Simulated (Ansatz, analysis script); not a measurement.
# CrRh2S4: energy against the total moment, part 2 of 2

Aim: the energy of CrRh2S4 as its total moment is fixed at a series of values, and its answer to a field.

Ansatz 0.2.0; PBE with U = 1.75 eV on Cr d and U = 1 eV on Rh d, PAW set soft_2.

So far. Step 2 (Two spin channels first): The run ends ferromagnetic, with a net moment of 3.95 μB a cell. With one Cr atom carrying the moment, parallel order of its images is forced by the cell, not found. Step 3 (Denser mesh): The run ends ferromagnetic, with a net moment of 3.97 μB a cell, against 3.95 μB on the first mesh.

## (6) Total moment fixed at 0.738 μB

Level of this step: Ansatz DFT, collinear, total moment fixed by two Fermi levels; PBE+U, PAW default (Ansatz).

Two Fermi levels, one a spin, hold the total moment exactly, which reaches states that a free run would leave.

File input.yaml:

```yaml
crystal:
  lattice:
    - [6.127642, -1.791515, 0.0]
    - [6.127642, 1.791515, 0.0]
    - [-3.125922, 0.0, 5.502142]
  atoms:
    - { symbol: Cr, position: [0.0, 0.0, 0.0], spin: 0.4428 }
    - { symbol: Rh, position: [0.739837, 0.739837, 0.724529], spin: 0.1476 }
    - { symbol: Rh, position: [0.260163, 0.260163, 0.275471], spin: 0.1476 }
    - { symbol: S, position: [0.632693, 0.632693, 0.971573] }
    - { symbol: S, position: [0.367307, 0.367307, 0.028427] }
    - { symbol: S, position: [0.872051, 0.872051, 0.542756] }
    - { symbol: S, position: [0.127949, 0.127949, 0.457244] }
magnetization:
  spin_polarized: true
  initial_magnetization: 0.738
  spin_locking: { lock_magnetization: hard }
kpoints:
  mp_grid: { grid: [10, 10, 6] }
hamiltonian:
  xc: pbe
  hubbard:
    sites:
      - { species: Cr, l: d, u_eff: 1.75 }
      - { species: Rh, l: d, u_eff: 1.0 }
scf:
  occupations: { method: fermi_dirac, width: 0.02 }
  max_iter: 120
  convergence: { dr2_threshold: 1.0e-08 }
basis:
  ecutwfc: 420.0
```

Command:

```bash
ansatz run input.yaml --threads 1 --pin off --max-ram 3072MiB --backend cpu --events-out ev --progress --plain --runs-dir out
```

Numbers of over 12 decimals in the logs are rounded to 6 here.

Output:

```text
[...]
Crystal: 7 atoms, lattice volume = 120.802 Å³
Basis set: ecut = 420 eV, 2345 PW (Γ)
Bands: 44, of which v1, the nominal top of the filled ones, is band 36 counted from 1 (35 counted from 0)
Symmetry: 4 space group operations
[...]
k-points: 172 of 600
[...]
Starting moments: Σ|m| = 0.738 μB on 3 of 7 sites
[...]
SCF iter   1: F=—  HF=-19797.284868 eV  |F-HF|=—  |Δ(HF+E_count)|=         —  Δρ=1.18e-1 (↑1.18e-1 ↓1.17e-1)  dr2=1.35e2  dr2_m=9.17e-3  M=0.738 μB ∫|m|=0.770 μB  β_m=0.30  ethr=3.10e-3  ⟨swp⟩=6.9  Hψ=59066  notcnv=0
[...]
SCF iter  21: F=-19791.724768 eV  HF=-19791.724768 eV  |F-HF|=7.68e-10  |Δ(HF+E_count)|=   5.74e-8  Δρ=1.50e-6 (↑1.50e-6 ↓8.80e-7)  dr2=4.91e-9  dr2_m=9.72e-10  M=0.738 μB ∫|m|=4.125 μB  ethr=1.39e-11  ⟨swp⟩=9.0  Hψ=53983  notcnv=0
SCF 1 converged in 21 iterations: F = -19791.724768 eV  dr2 = 4.91e-9
[...]
SCF iter   4: F=-19791.724768 eV  HF=-19791.724768 eV  |F-HF|=4.08e-9  |Δ(HF+E_count)|=   4.02e-9  Δρ=8.14e-7 (↑8.14e-7 ↓7.87e-7)  dr2=5.47e-9  dr2_m=3.66e-10  M=0.738 μB ∫|m|=4.125 μB  ethr=6.81e-12  ⟨swp⟩=1.0  Hψ=43028  notcnv=0
SCF 2 converged in 4 iterations: F = -19791.724768 eV  dr2 = 5.47e-9
WARN: the run takes no state from an SCF towards open shells with the spins of some unpaired electrons reversed, at the locked total moment, with the run's symmetry operations kept: the memory left no room for the minimisation of its SCF, so that no field was tried
SCF converged after 21 iterations
Stability checked in part: among states of this total moment the steps that led to this state did not find it unstable. No probe was made; neither looks for a lower state of another moment (fixed_total_moment; see scf.lower_state_search)
Magnetization: 0.7380 μB (36.3690 up, 35.6310 down)
Absolute magnetization: 4.1243 μB (∫|ρ↑−ρ↓|, with the PAW one-centre terms)
[...]
Per-site moments (μB) at R_I (Å): [(2.218319, 1.025076), (-0.489932, 0.981307), (-0.489932, 0.981307), (-0.119199, 1.025076), (-0.119199, 1.025076), (-0.107096, 0.981307), (-0.107096, 0.981307)]
Free energy (F): -19791.724768 eV
[...]
Internal energy: -19791.719461 eV  (E = F + TS)
E sigma→0 (E₀):  -19791.722114 eV
Entropy (-TS):   -0.005308 eV (-0.758 meV/atom)
Fermi energy:    11.116539 (↑ 10.580802, ↓ 11.652277) eV
[...]
Occupation matrices written to <dir>
```

Wall time 4.7 min (1 thread of Arm Neoverse V1, shared host); peak memory 1.8 GiB.

The energy is -407 meV from the state without spin, and the largest site carries 2.22 μB, while atom no. 2 (Rh) stands against the total with -0.49 μB.

## (7) Total moment fixed at 1.476 μB

input.yaml, the sections that differ from step 6:

```yaml
crystal:
  lattice:
    - [6.127642, -1.791515, 0.0]
    - [6.127642, 1.791515, 0.0]
    - [-3.125922, 0.0, 5.502142]
  atoms:
    - { symbol: Cr, position: [0.0, 0.0, 0.0], spin: 0.8856 }
    - { symbol: Rh, position: [0.739837, 0.739837, 0.724529], spin: 0.2952 }
    - { symbol: Rh, position: [0.260163, 0.260163, 0.275471], spin: 0.2952 }
    - { symbol: S, position: [0.632693, 0.632693, 0.971573] }
    - { symbol: S, position: [0.367307, 0.367307, 0.028427] }
    - { symbol: S, position: [0.872051, 0.872051, 0.542756] }
    - { symbol: S, position: [0.127949, 0.127949, 0.457244] }
magnetization:
  spin_polarized: true
  initial_magnetization: 1.476
  spin_locking: { lock_magnetization: hard }
# kpoints, hamiltonian, scf, basis: as in step 6
```

Output:

```text
[...]
Crystal: 7 atoms, lattice volume = 120.802 Å³
Basis set: ecut = 420 eV, 2345 PW (Γ)
Bands: 45, of which v1, the nominal top of the filled ones, is band 36 counted from 1 (35 counted from 0)
Symmetry: 4 space group operations
[...]
k-points: 172 of 600
[...]
Starting moments: Σ|m| = 1.476 μB on 3 of 7 sites
[...]
Per-site moments (μB) at R_I (Å): [(2.462861, 1.025076), (-0.340674, 0.981307), (-0.340674, 0.981307), (-0.099250, 1.025076), (-0.099250, 1.025076), (-0.085993, 0.981307), (-0.085993, 0.981307)]
Free energy (F): -19792.078095 eV
[...]
Internal energy: -19792.072148 eV  (E = F + TS)
E sigma→0 (E₀):  -19792.075122 eV
Entropy (-TS):   -0.005947 eV (-0.850 meV/atom)
Fermi energy:    11.205208 (↑ 10.784107, ↓ 11.626309) eV
[...]
Occupation matrices written to <dir>
[key lines of the parts left out:]
SCF converged after 20 iterations
Magnetization: 1.4760 μB (36.7380 up, 35.2620 down)
```

Elapsed: 3.4 min, on 1 thread; peak memory 1.6 GiB.

The energy is -760 meV from the state without spin, and the largest site carries 2.46 μB, while atom no. 2 (Rh) stands against the total with -0.34 μB.

## (8) Total moment fixed at 3.69 μB

input.yaml, the sections that differ from step 7:

```yaml
crystal:
  lattice:
    - [6.127642, -1.791515, 0.0]
    - [6.127642, 1.791515, 0.0]
    - [-3.125922, 0.0, 5.502142]
  atoms:
    - { symbol: Cr, position: [0.0, 0.0, 0.0], spin: 2.214 }
    - { symbol: Rh, position: [0.739837, 0.739837, 0.724529], spin: 0.738 }
    - { symbol: Rh, position: [0.260163, 0.260163, 0.275471], spin: 0.738 }
    - { symbol: S, position: [0.632693, 0.632693, 0.971573] }
    - { symbol: S, position: [0.367307, 0.367307, 0.028427] }
    - { symbol: S, position: [0.872051, 0.872051, 0.542756] }
    - { symbol: S, position: [0.127949, 0.127949, 0.457244] }
magnetization:
  spin_polarized: true
  initial_magnetization: 3.69
  spin_locking: { lock_magnetization: hard }
# kpoints, hamiltonian, scf, basis: as in step 7
```

Output:

```text
[...]
Crystal: 7 atoms, lattice volume = 120.802 Å³
Basis set: ecut = 420 eV, 2345 PW (Γ)
Bands: 46, of which v1, the nominal top of the filled ones, is band 36 counted from 1 (35 counted from 0)
Symmetry: 4 space group operations
[...]
k-points: 172 of 600
[...]
Starting moments: Σ|m| = 3.69 μB on 3 of 7 sites
[...]
Per-site moments (μB) at R_I (Å): [(3.141814, 1.025076), (0.137726, 0.981307), (0.137726, 0.981307), (-0.052891, 1.025076), (-0.052891, 1.025076), (-0.027400, 0.981307), (-0.027400, 0.981307)]
Free energy (F): -19792.742610 eV
[...]
Internal energy: -19792.739193 eV  (E = F + TS)
E sigma→0 (E₀):  -19792.740901 eV
Entropy (-TS):   -0.003417 eV (-0.488 meV/atom)
Fermi energy:    11.362094 (↑ 11.256790, ↓ 11.467399) eV
[...]
Occupation matrices written to <dir>
[key lines of the parts left out:]
SCF converged after 18 iterations
Magnetization: 3.6900 μB (37.8450 up, 34.1550 down)
```

Elapsed: 3.4 min, on 1 thread; peak memory 1.6 GiB.

The energy is -1425 meV from the state without spin, and the largest site carries 3.14 μB.

Between step 7 and this run (fixed moment 3.69 μB/cell) the value for the energy from the run without spin moves from -760 meV to -1425 meV.

## (9) Total moment fixed at 5.166 μB

input.yaml, the sections that differ from step 8:

```yaml
crystal:
  lattice:
    - [6.127642, -1.791515, 0.0]
    - [6.127642, 1.791515, 0.0]
    - [-3.125922, 0.0, 5.502142]
  atoms:
    - { symbol: Cr, position: [0.0, 0.0, 0.0], spin: 3.0996 }
    - { symbol: Rh, position: [0.739837, 0.739837, 0.724529], spin: 1.0332 }
    - { symbol: Rh, position: [0.260163, 0.260163, 0.275471], spin: 1.0332 }
    - { symbol: S, position: [0.632693, 0.632693, 0.971573] }
    - { symbol: S, position: [0.367307, 0.367307, 0.028427] }
    - { symbol: S, position: [0.872051, 0.872051, 0.542756] }
    - { symbol: S, position: [0.127949, 0.127949, 0.457244] }
magnetization:
  spin_polarized: true
  initial_magnetization: 5.166
  spin_locking: { lock_magnetization: hard }
# kpoints, hamiltonian, scf, basis: as in step 8
```

Output:

```text
[...]
Crystal: 7 atoms, lattice volume = 120.802 Å³
Basis set: ecut = 420 eV, 2345 PW (Γ)
Bands: 47, of which v1, the nominal top of the filled ones, is band 36 counted from 1 (35 counted from 0)
Symmetry: 4 space group operations
[...]
k-points: 172 of 600
[...]
Starting moments: Σ|m| = 5.166 μB on 3 of 7 sites
[...]
Per-site moments (μB) at R_I (Å): [(3.311170, 1.025076), (0.452781, 0.981307), (0.452781, 0.981307), (0.044187, 1.025076), (0.044187, 1.025076), (0.075132, 0.981307), (0.075132, 0.981307)]
Free energy (F): -19792.151280 eV
[...]
Internal energy: -19792.145673 eV  (E = F + TS)
E sigma→0 (E₀):  -19792.148477 eV
Entropy (-TS):   -0.005607 eV (-0.801 meV/atom)
Fermi energy:    10.917746 (↑ 11.568329, ↓ 10.267162) eV
[...]
Occupation matrices written to <dir>
[key lines of the parts left out:]
SCF converged after 15 iterations
Magnetization: 5.1660 μB (38.5830 up, 33.4170 down)
```

Wall time 2.5 min (1 thread); peak memory 1.7 GiB.

The energy is -834 meV from the state without spin, and the largest site carries 3.31 μB.

The other 3 runs of this kind were made alike; their results stand in the table below.

## (10) No field, tight threshold

A field gives a second route to the same curve. A thousand tesla shift each spin by 58 meV, and the threshold is tightened so that small induced moments are resolved.

input.yaml, the sections that differ from step 9:

```yaml
crystal:
  lattice:
    - [6.127642, -1.791515, 0.0]
    - [6.127642, 1.791515, 0.0]
    - [-3.125922, 0.0, 5.502142]
  atoms:
    - { symbol: Cr, position: [0.0, 0.0, 0.0], spin: 3.2 }
    - { symbol: Rh, position: [0.739837, 0.739837, 0.724529] }
    - { symbol: Rh, position: [0.260163, 0.260163, 0.275471] }
    - { symbol: S, position: [0.632693, 0.632693, 0.971573] }
    - { symbol: S, position: [0.367307, 0.367307, 0.028427] }
    - { symbol: S, position: [0.872051, 0.872051, 0.542756] }
    - { symbol: S, position: [0.127949, 0.127949, 0.457244] }
magnetization:
  spin_polarized: true
scf:
  occupations: { method: fermi_dirac, width: 0.02 }
  max_iter: 120
  convergence: { dr2_threshold: 1.0e-10 }
# kpoints, hamiltonian, basis: as in step 9
```

Output:

```text
[...]
Crystal: 7 atoms, lattice volume = 120.802 Å³
Basis set: ecut = 420 eV, 2345 PW (Γ)
Bands: 46, of which v1, the nominal top of the filled ones, is band 36 counted from 1 (35 counted from 0)
Symmetry: 4 space group operations
[...]
k-points: 172 of 600
[...]
Starting moments: Σ|m| = 3.2 μB on 1 of 7 sites
[...]
Per-site moments (μB) at R_I (Å): [(3.199346, 1.025076), (0.199935, 0.981307), (0.199935, 0.981307), (-0.043537, 1.025076), (-0.043537, 1.025076), (-0.018165, 0.981307), (-0.018165, 0.981307)]
Free energy (F): -19792.758356 eV
[...]
Internal energy: -19792.756206 eV  (E = F + TS)
E sigma→0 (E₀):  -19792.757281 eV
Entropy (-TS):   -0.002151 eV (-0.307 meV/atom)
Fermi energy:    11.375989 eV
[...]
Occupation matrices written to <dir>
[key lines of the parts left out:]
SCF converged after 19 iterations
Magnetization: 3.9589 μB (37.9795 up, 34.0205 down)
```

The job ended after 2.7 min (1 thread; peak memory 1.6 GiB).

The net moment is 3.96 μB a cell.

## (11) Field of 2000 T

Changes to input.yaml since step 10:

```diff
@@ -15,2 +15,3 @@
   spin_polarized: true
+  magnetic_field: 2000.0
 kpoints:
```

Output:

```text
[...]
Crystal: 7 atoms, lattice volume = 120.802 Å³
Basis set: ecut = 420 eV, 2345 PW (Γ)
Bands: 46, of which v1, the nominal top of the filled ones, is band 36 counted from 1 (35 counted from 0)
Symmetry: 4 space group operations
[...]
k-points: 172 of 600
[...]
Starting moments: Σ|m| = 3.2 μB on 1 of 7 sites
[...]
Per-site moments (μB) at R_I (Å): [(3.207698, 1.025076), (0.209688, 0.981307), (0.209688, 0.981307), (-0.042163, 1.025076), (-0.042163, 1.025076), (-0.016800, 0.981307), (-0.016800, 0.981307)]
Free energy (F): -19793.220653 eV
[...]
Internal energy: -19793.218820 eV  (E = F + TS)
E sigma→0 (E₀):  -19793.219736 eV
Entropy (-TS):   -0.001834 eV (-0.262 meV/atom)
Fermi energy:    11.273804 eV
[...]
Occupation matrices written to <dir>
[key lines of the parts left out:]
SCF converged after 19 iterations
Magnetization: 4.0000 μB (38.0000 up, 34.0000 down)
```

Wall time 2.6 min (1 thread); peak memory 1.6 GiB.

The net moment is 4 μB a cell.

The other 2 runs of this kind were made alike; their results stand in the table below.

## (12) Side runs that gave no result

| changed | outcome |
| --- | --- |
| crystal.atoms[2].position | not converged |

## (13) The curves

Energy less the state without spin against total moment:

```tsv
total moment (μB/cell)	energy less the state without spin (meV/cell)
0.00	0
0.74	-407
1.48	-760
2.21	-1049
2.95	-1284
3.69	-1425
4.43	-1260
5.17	-834
```

The field that holds a moment is half the difference of the two Fermi levels over μB.

The field that holds the moment by total moment:

```tsv
total moment (μB/cell)	field that holds the moment (T)
0.74	-9255
1.48	-7275
2.21	-6247
2.95	-4529
3.69	-1819
4.43	8485
5.17	11240
```

Site moments:

```tsv
total (μB)	Cr no. 1 (μB)	Rh no. 2 (μB)	Rh no. 3 (μB)	S no. 4 (μB)	S no. 5 (μB)	S no. 6 (μB)	S no. 7 (μB)
0.738	2.218	-0.4899	-0.4899	-0.1192	-0.1192	-0.1071	-0.1071
1.476	2.463	-0.3407	-0.3407	-0.0992	-0.0992	-0.086	-0.086
2.214	2.71	-0.1838	-0.1838	-0.0849	-0.0849	-0.0678	-0.0678
2.952	2.953	-0.0258	-0.0258	-0.0734	-0.0734	-0.051	-0.051
3.69	3.142	0.1377	0.1377	-0.0529	-0.0529	-0.0274	-0.0274
4.428	3.248	0.2965	0.2965	-0.0091	-0.0091	0.0173	0.0173
5.166	3.311	0.4528	0.4528	0.0442	0.0442	0.0751	0.0751
```

Total moment against field:

```tsv
field (T)	total moment (μB/cell)
0	3.96
500	3.99
1000	4.00
2000	4
```

The curve is far from quadratic already at the first moment, so no Stoner or Landau analysis is made.

## (14) Results

| Property | Result |
| --- | --- |
| state of the free run | ferromagnetic |
| net moment of the free run | 3.97 μB |
| lowest of the fixed moments tried | M = 3.69 μB, -1425 meV |
| dM/dB between 0 and 500 T | 0.0640 μB a cell per 1000 T |

What this shows: At this level the system is magnetic: the free run keeps 3.20 μB on the largest site. No other order was typed. Among the fixed moments, E(M) falls 1425 meV below the state without spin and is lowest near 3.69 μB on this grid. The field acts on spins alone. The 11 fixed-moment and field runs took 32 min of wall time, added up. Energies are free energies at a smearing of 0.02 eV, and with partly filled levels differences shift, at times strongly, as the smearing goes to zero.

[Logs and program files are shortened in this print: banners, set-up blocks, solver, clock and traceback lines can be left out without a mark of their own.]

[Logs are printed without paths, hosts, clocks, repeated set-up lines and the standing remarks that a program may print on its own settings, such as how far it seeks lower states.]

[Hosts, paths, dates, database ids (printed as entryN), source tags and the programs' standing remarks are cut or masked in the printed files.]
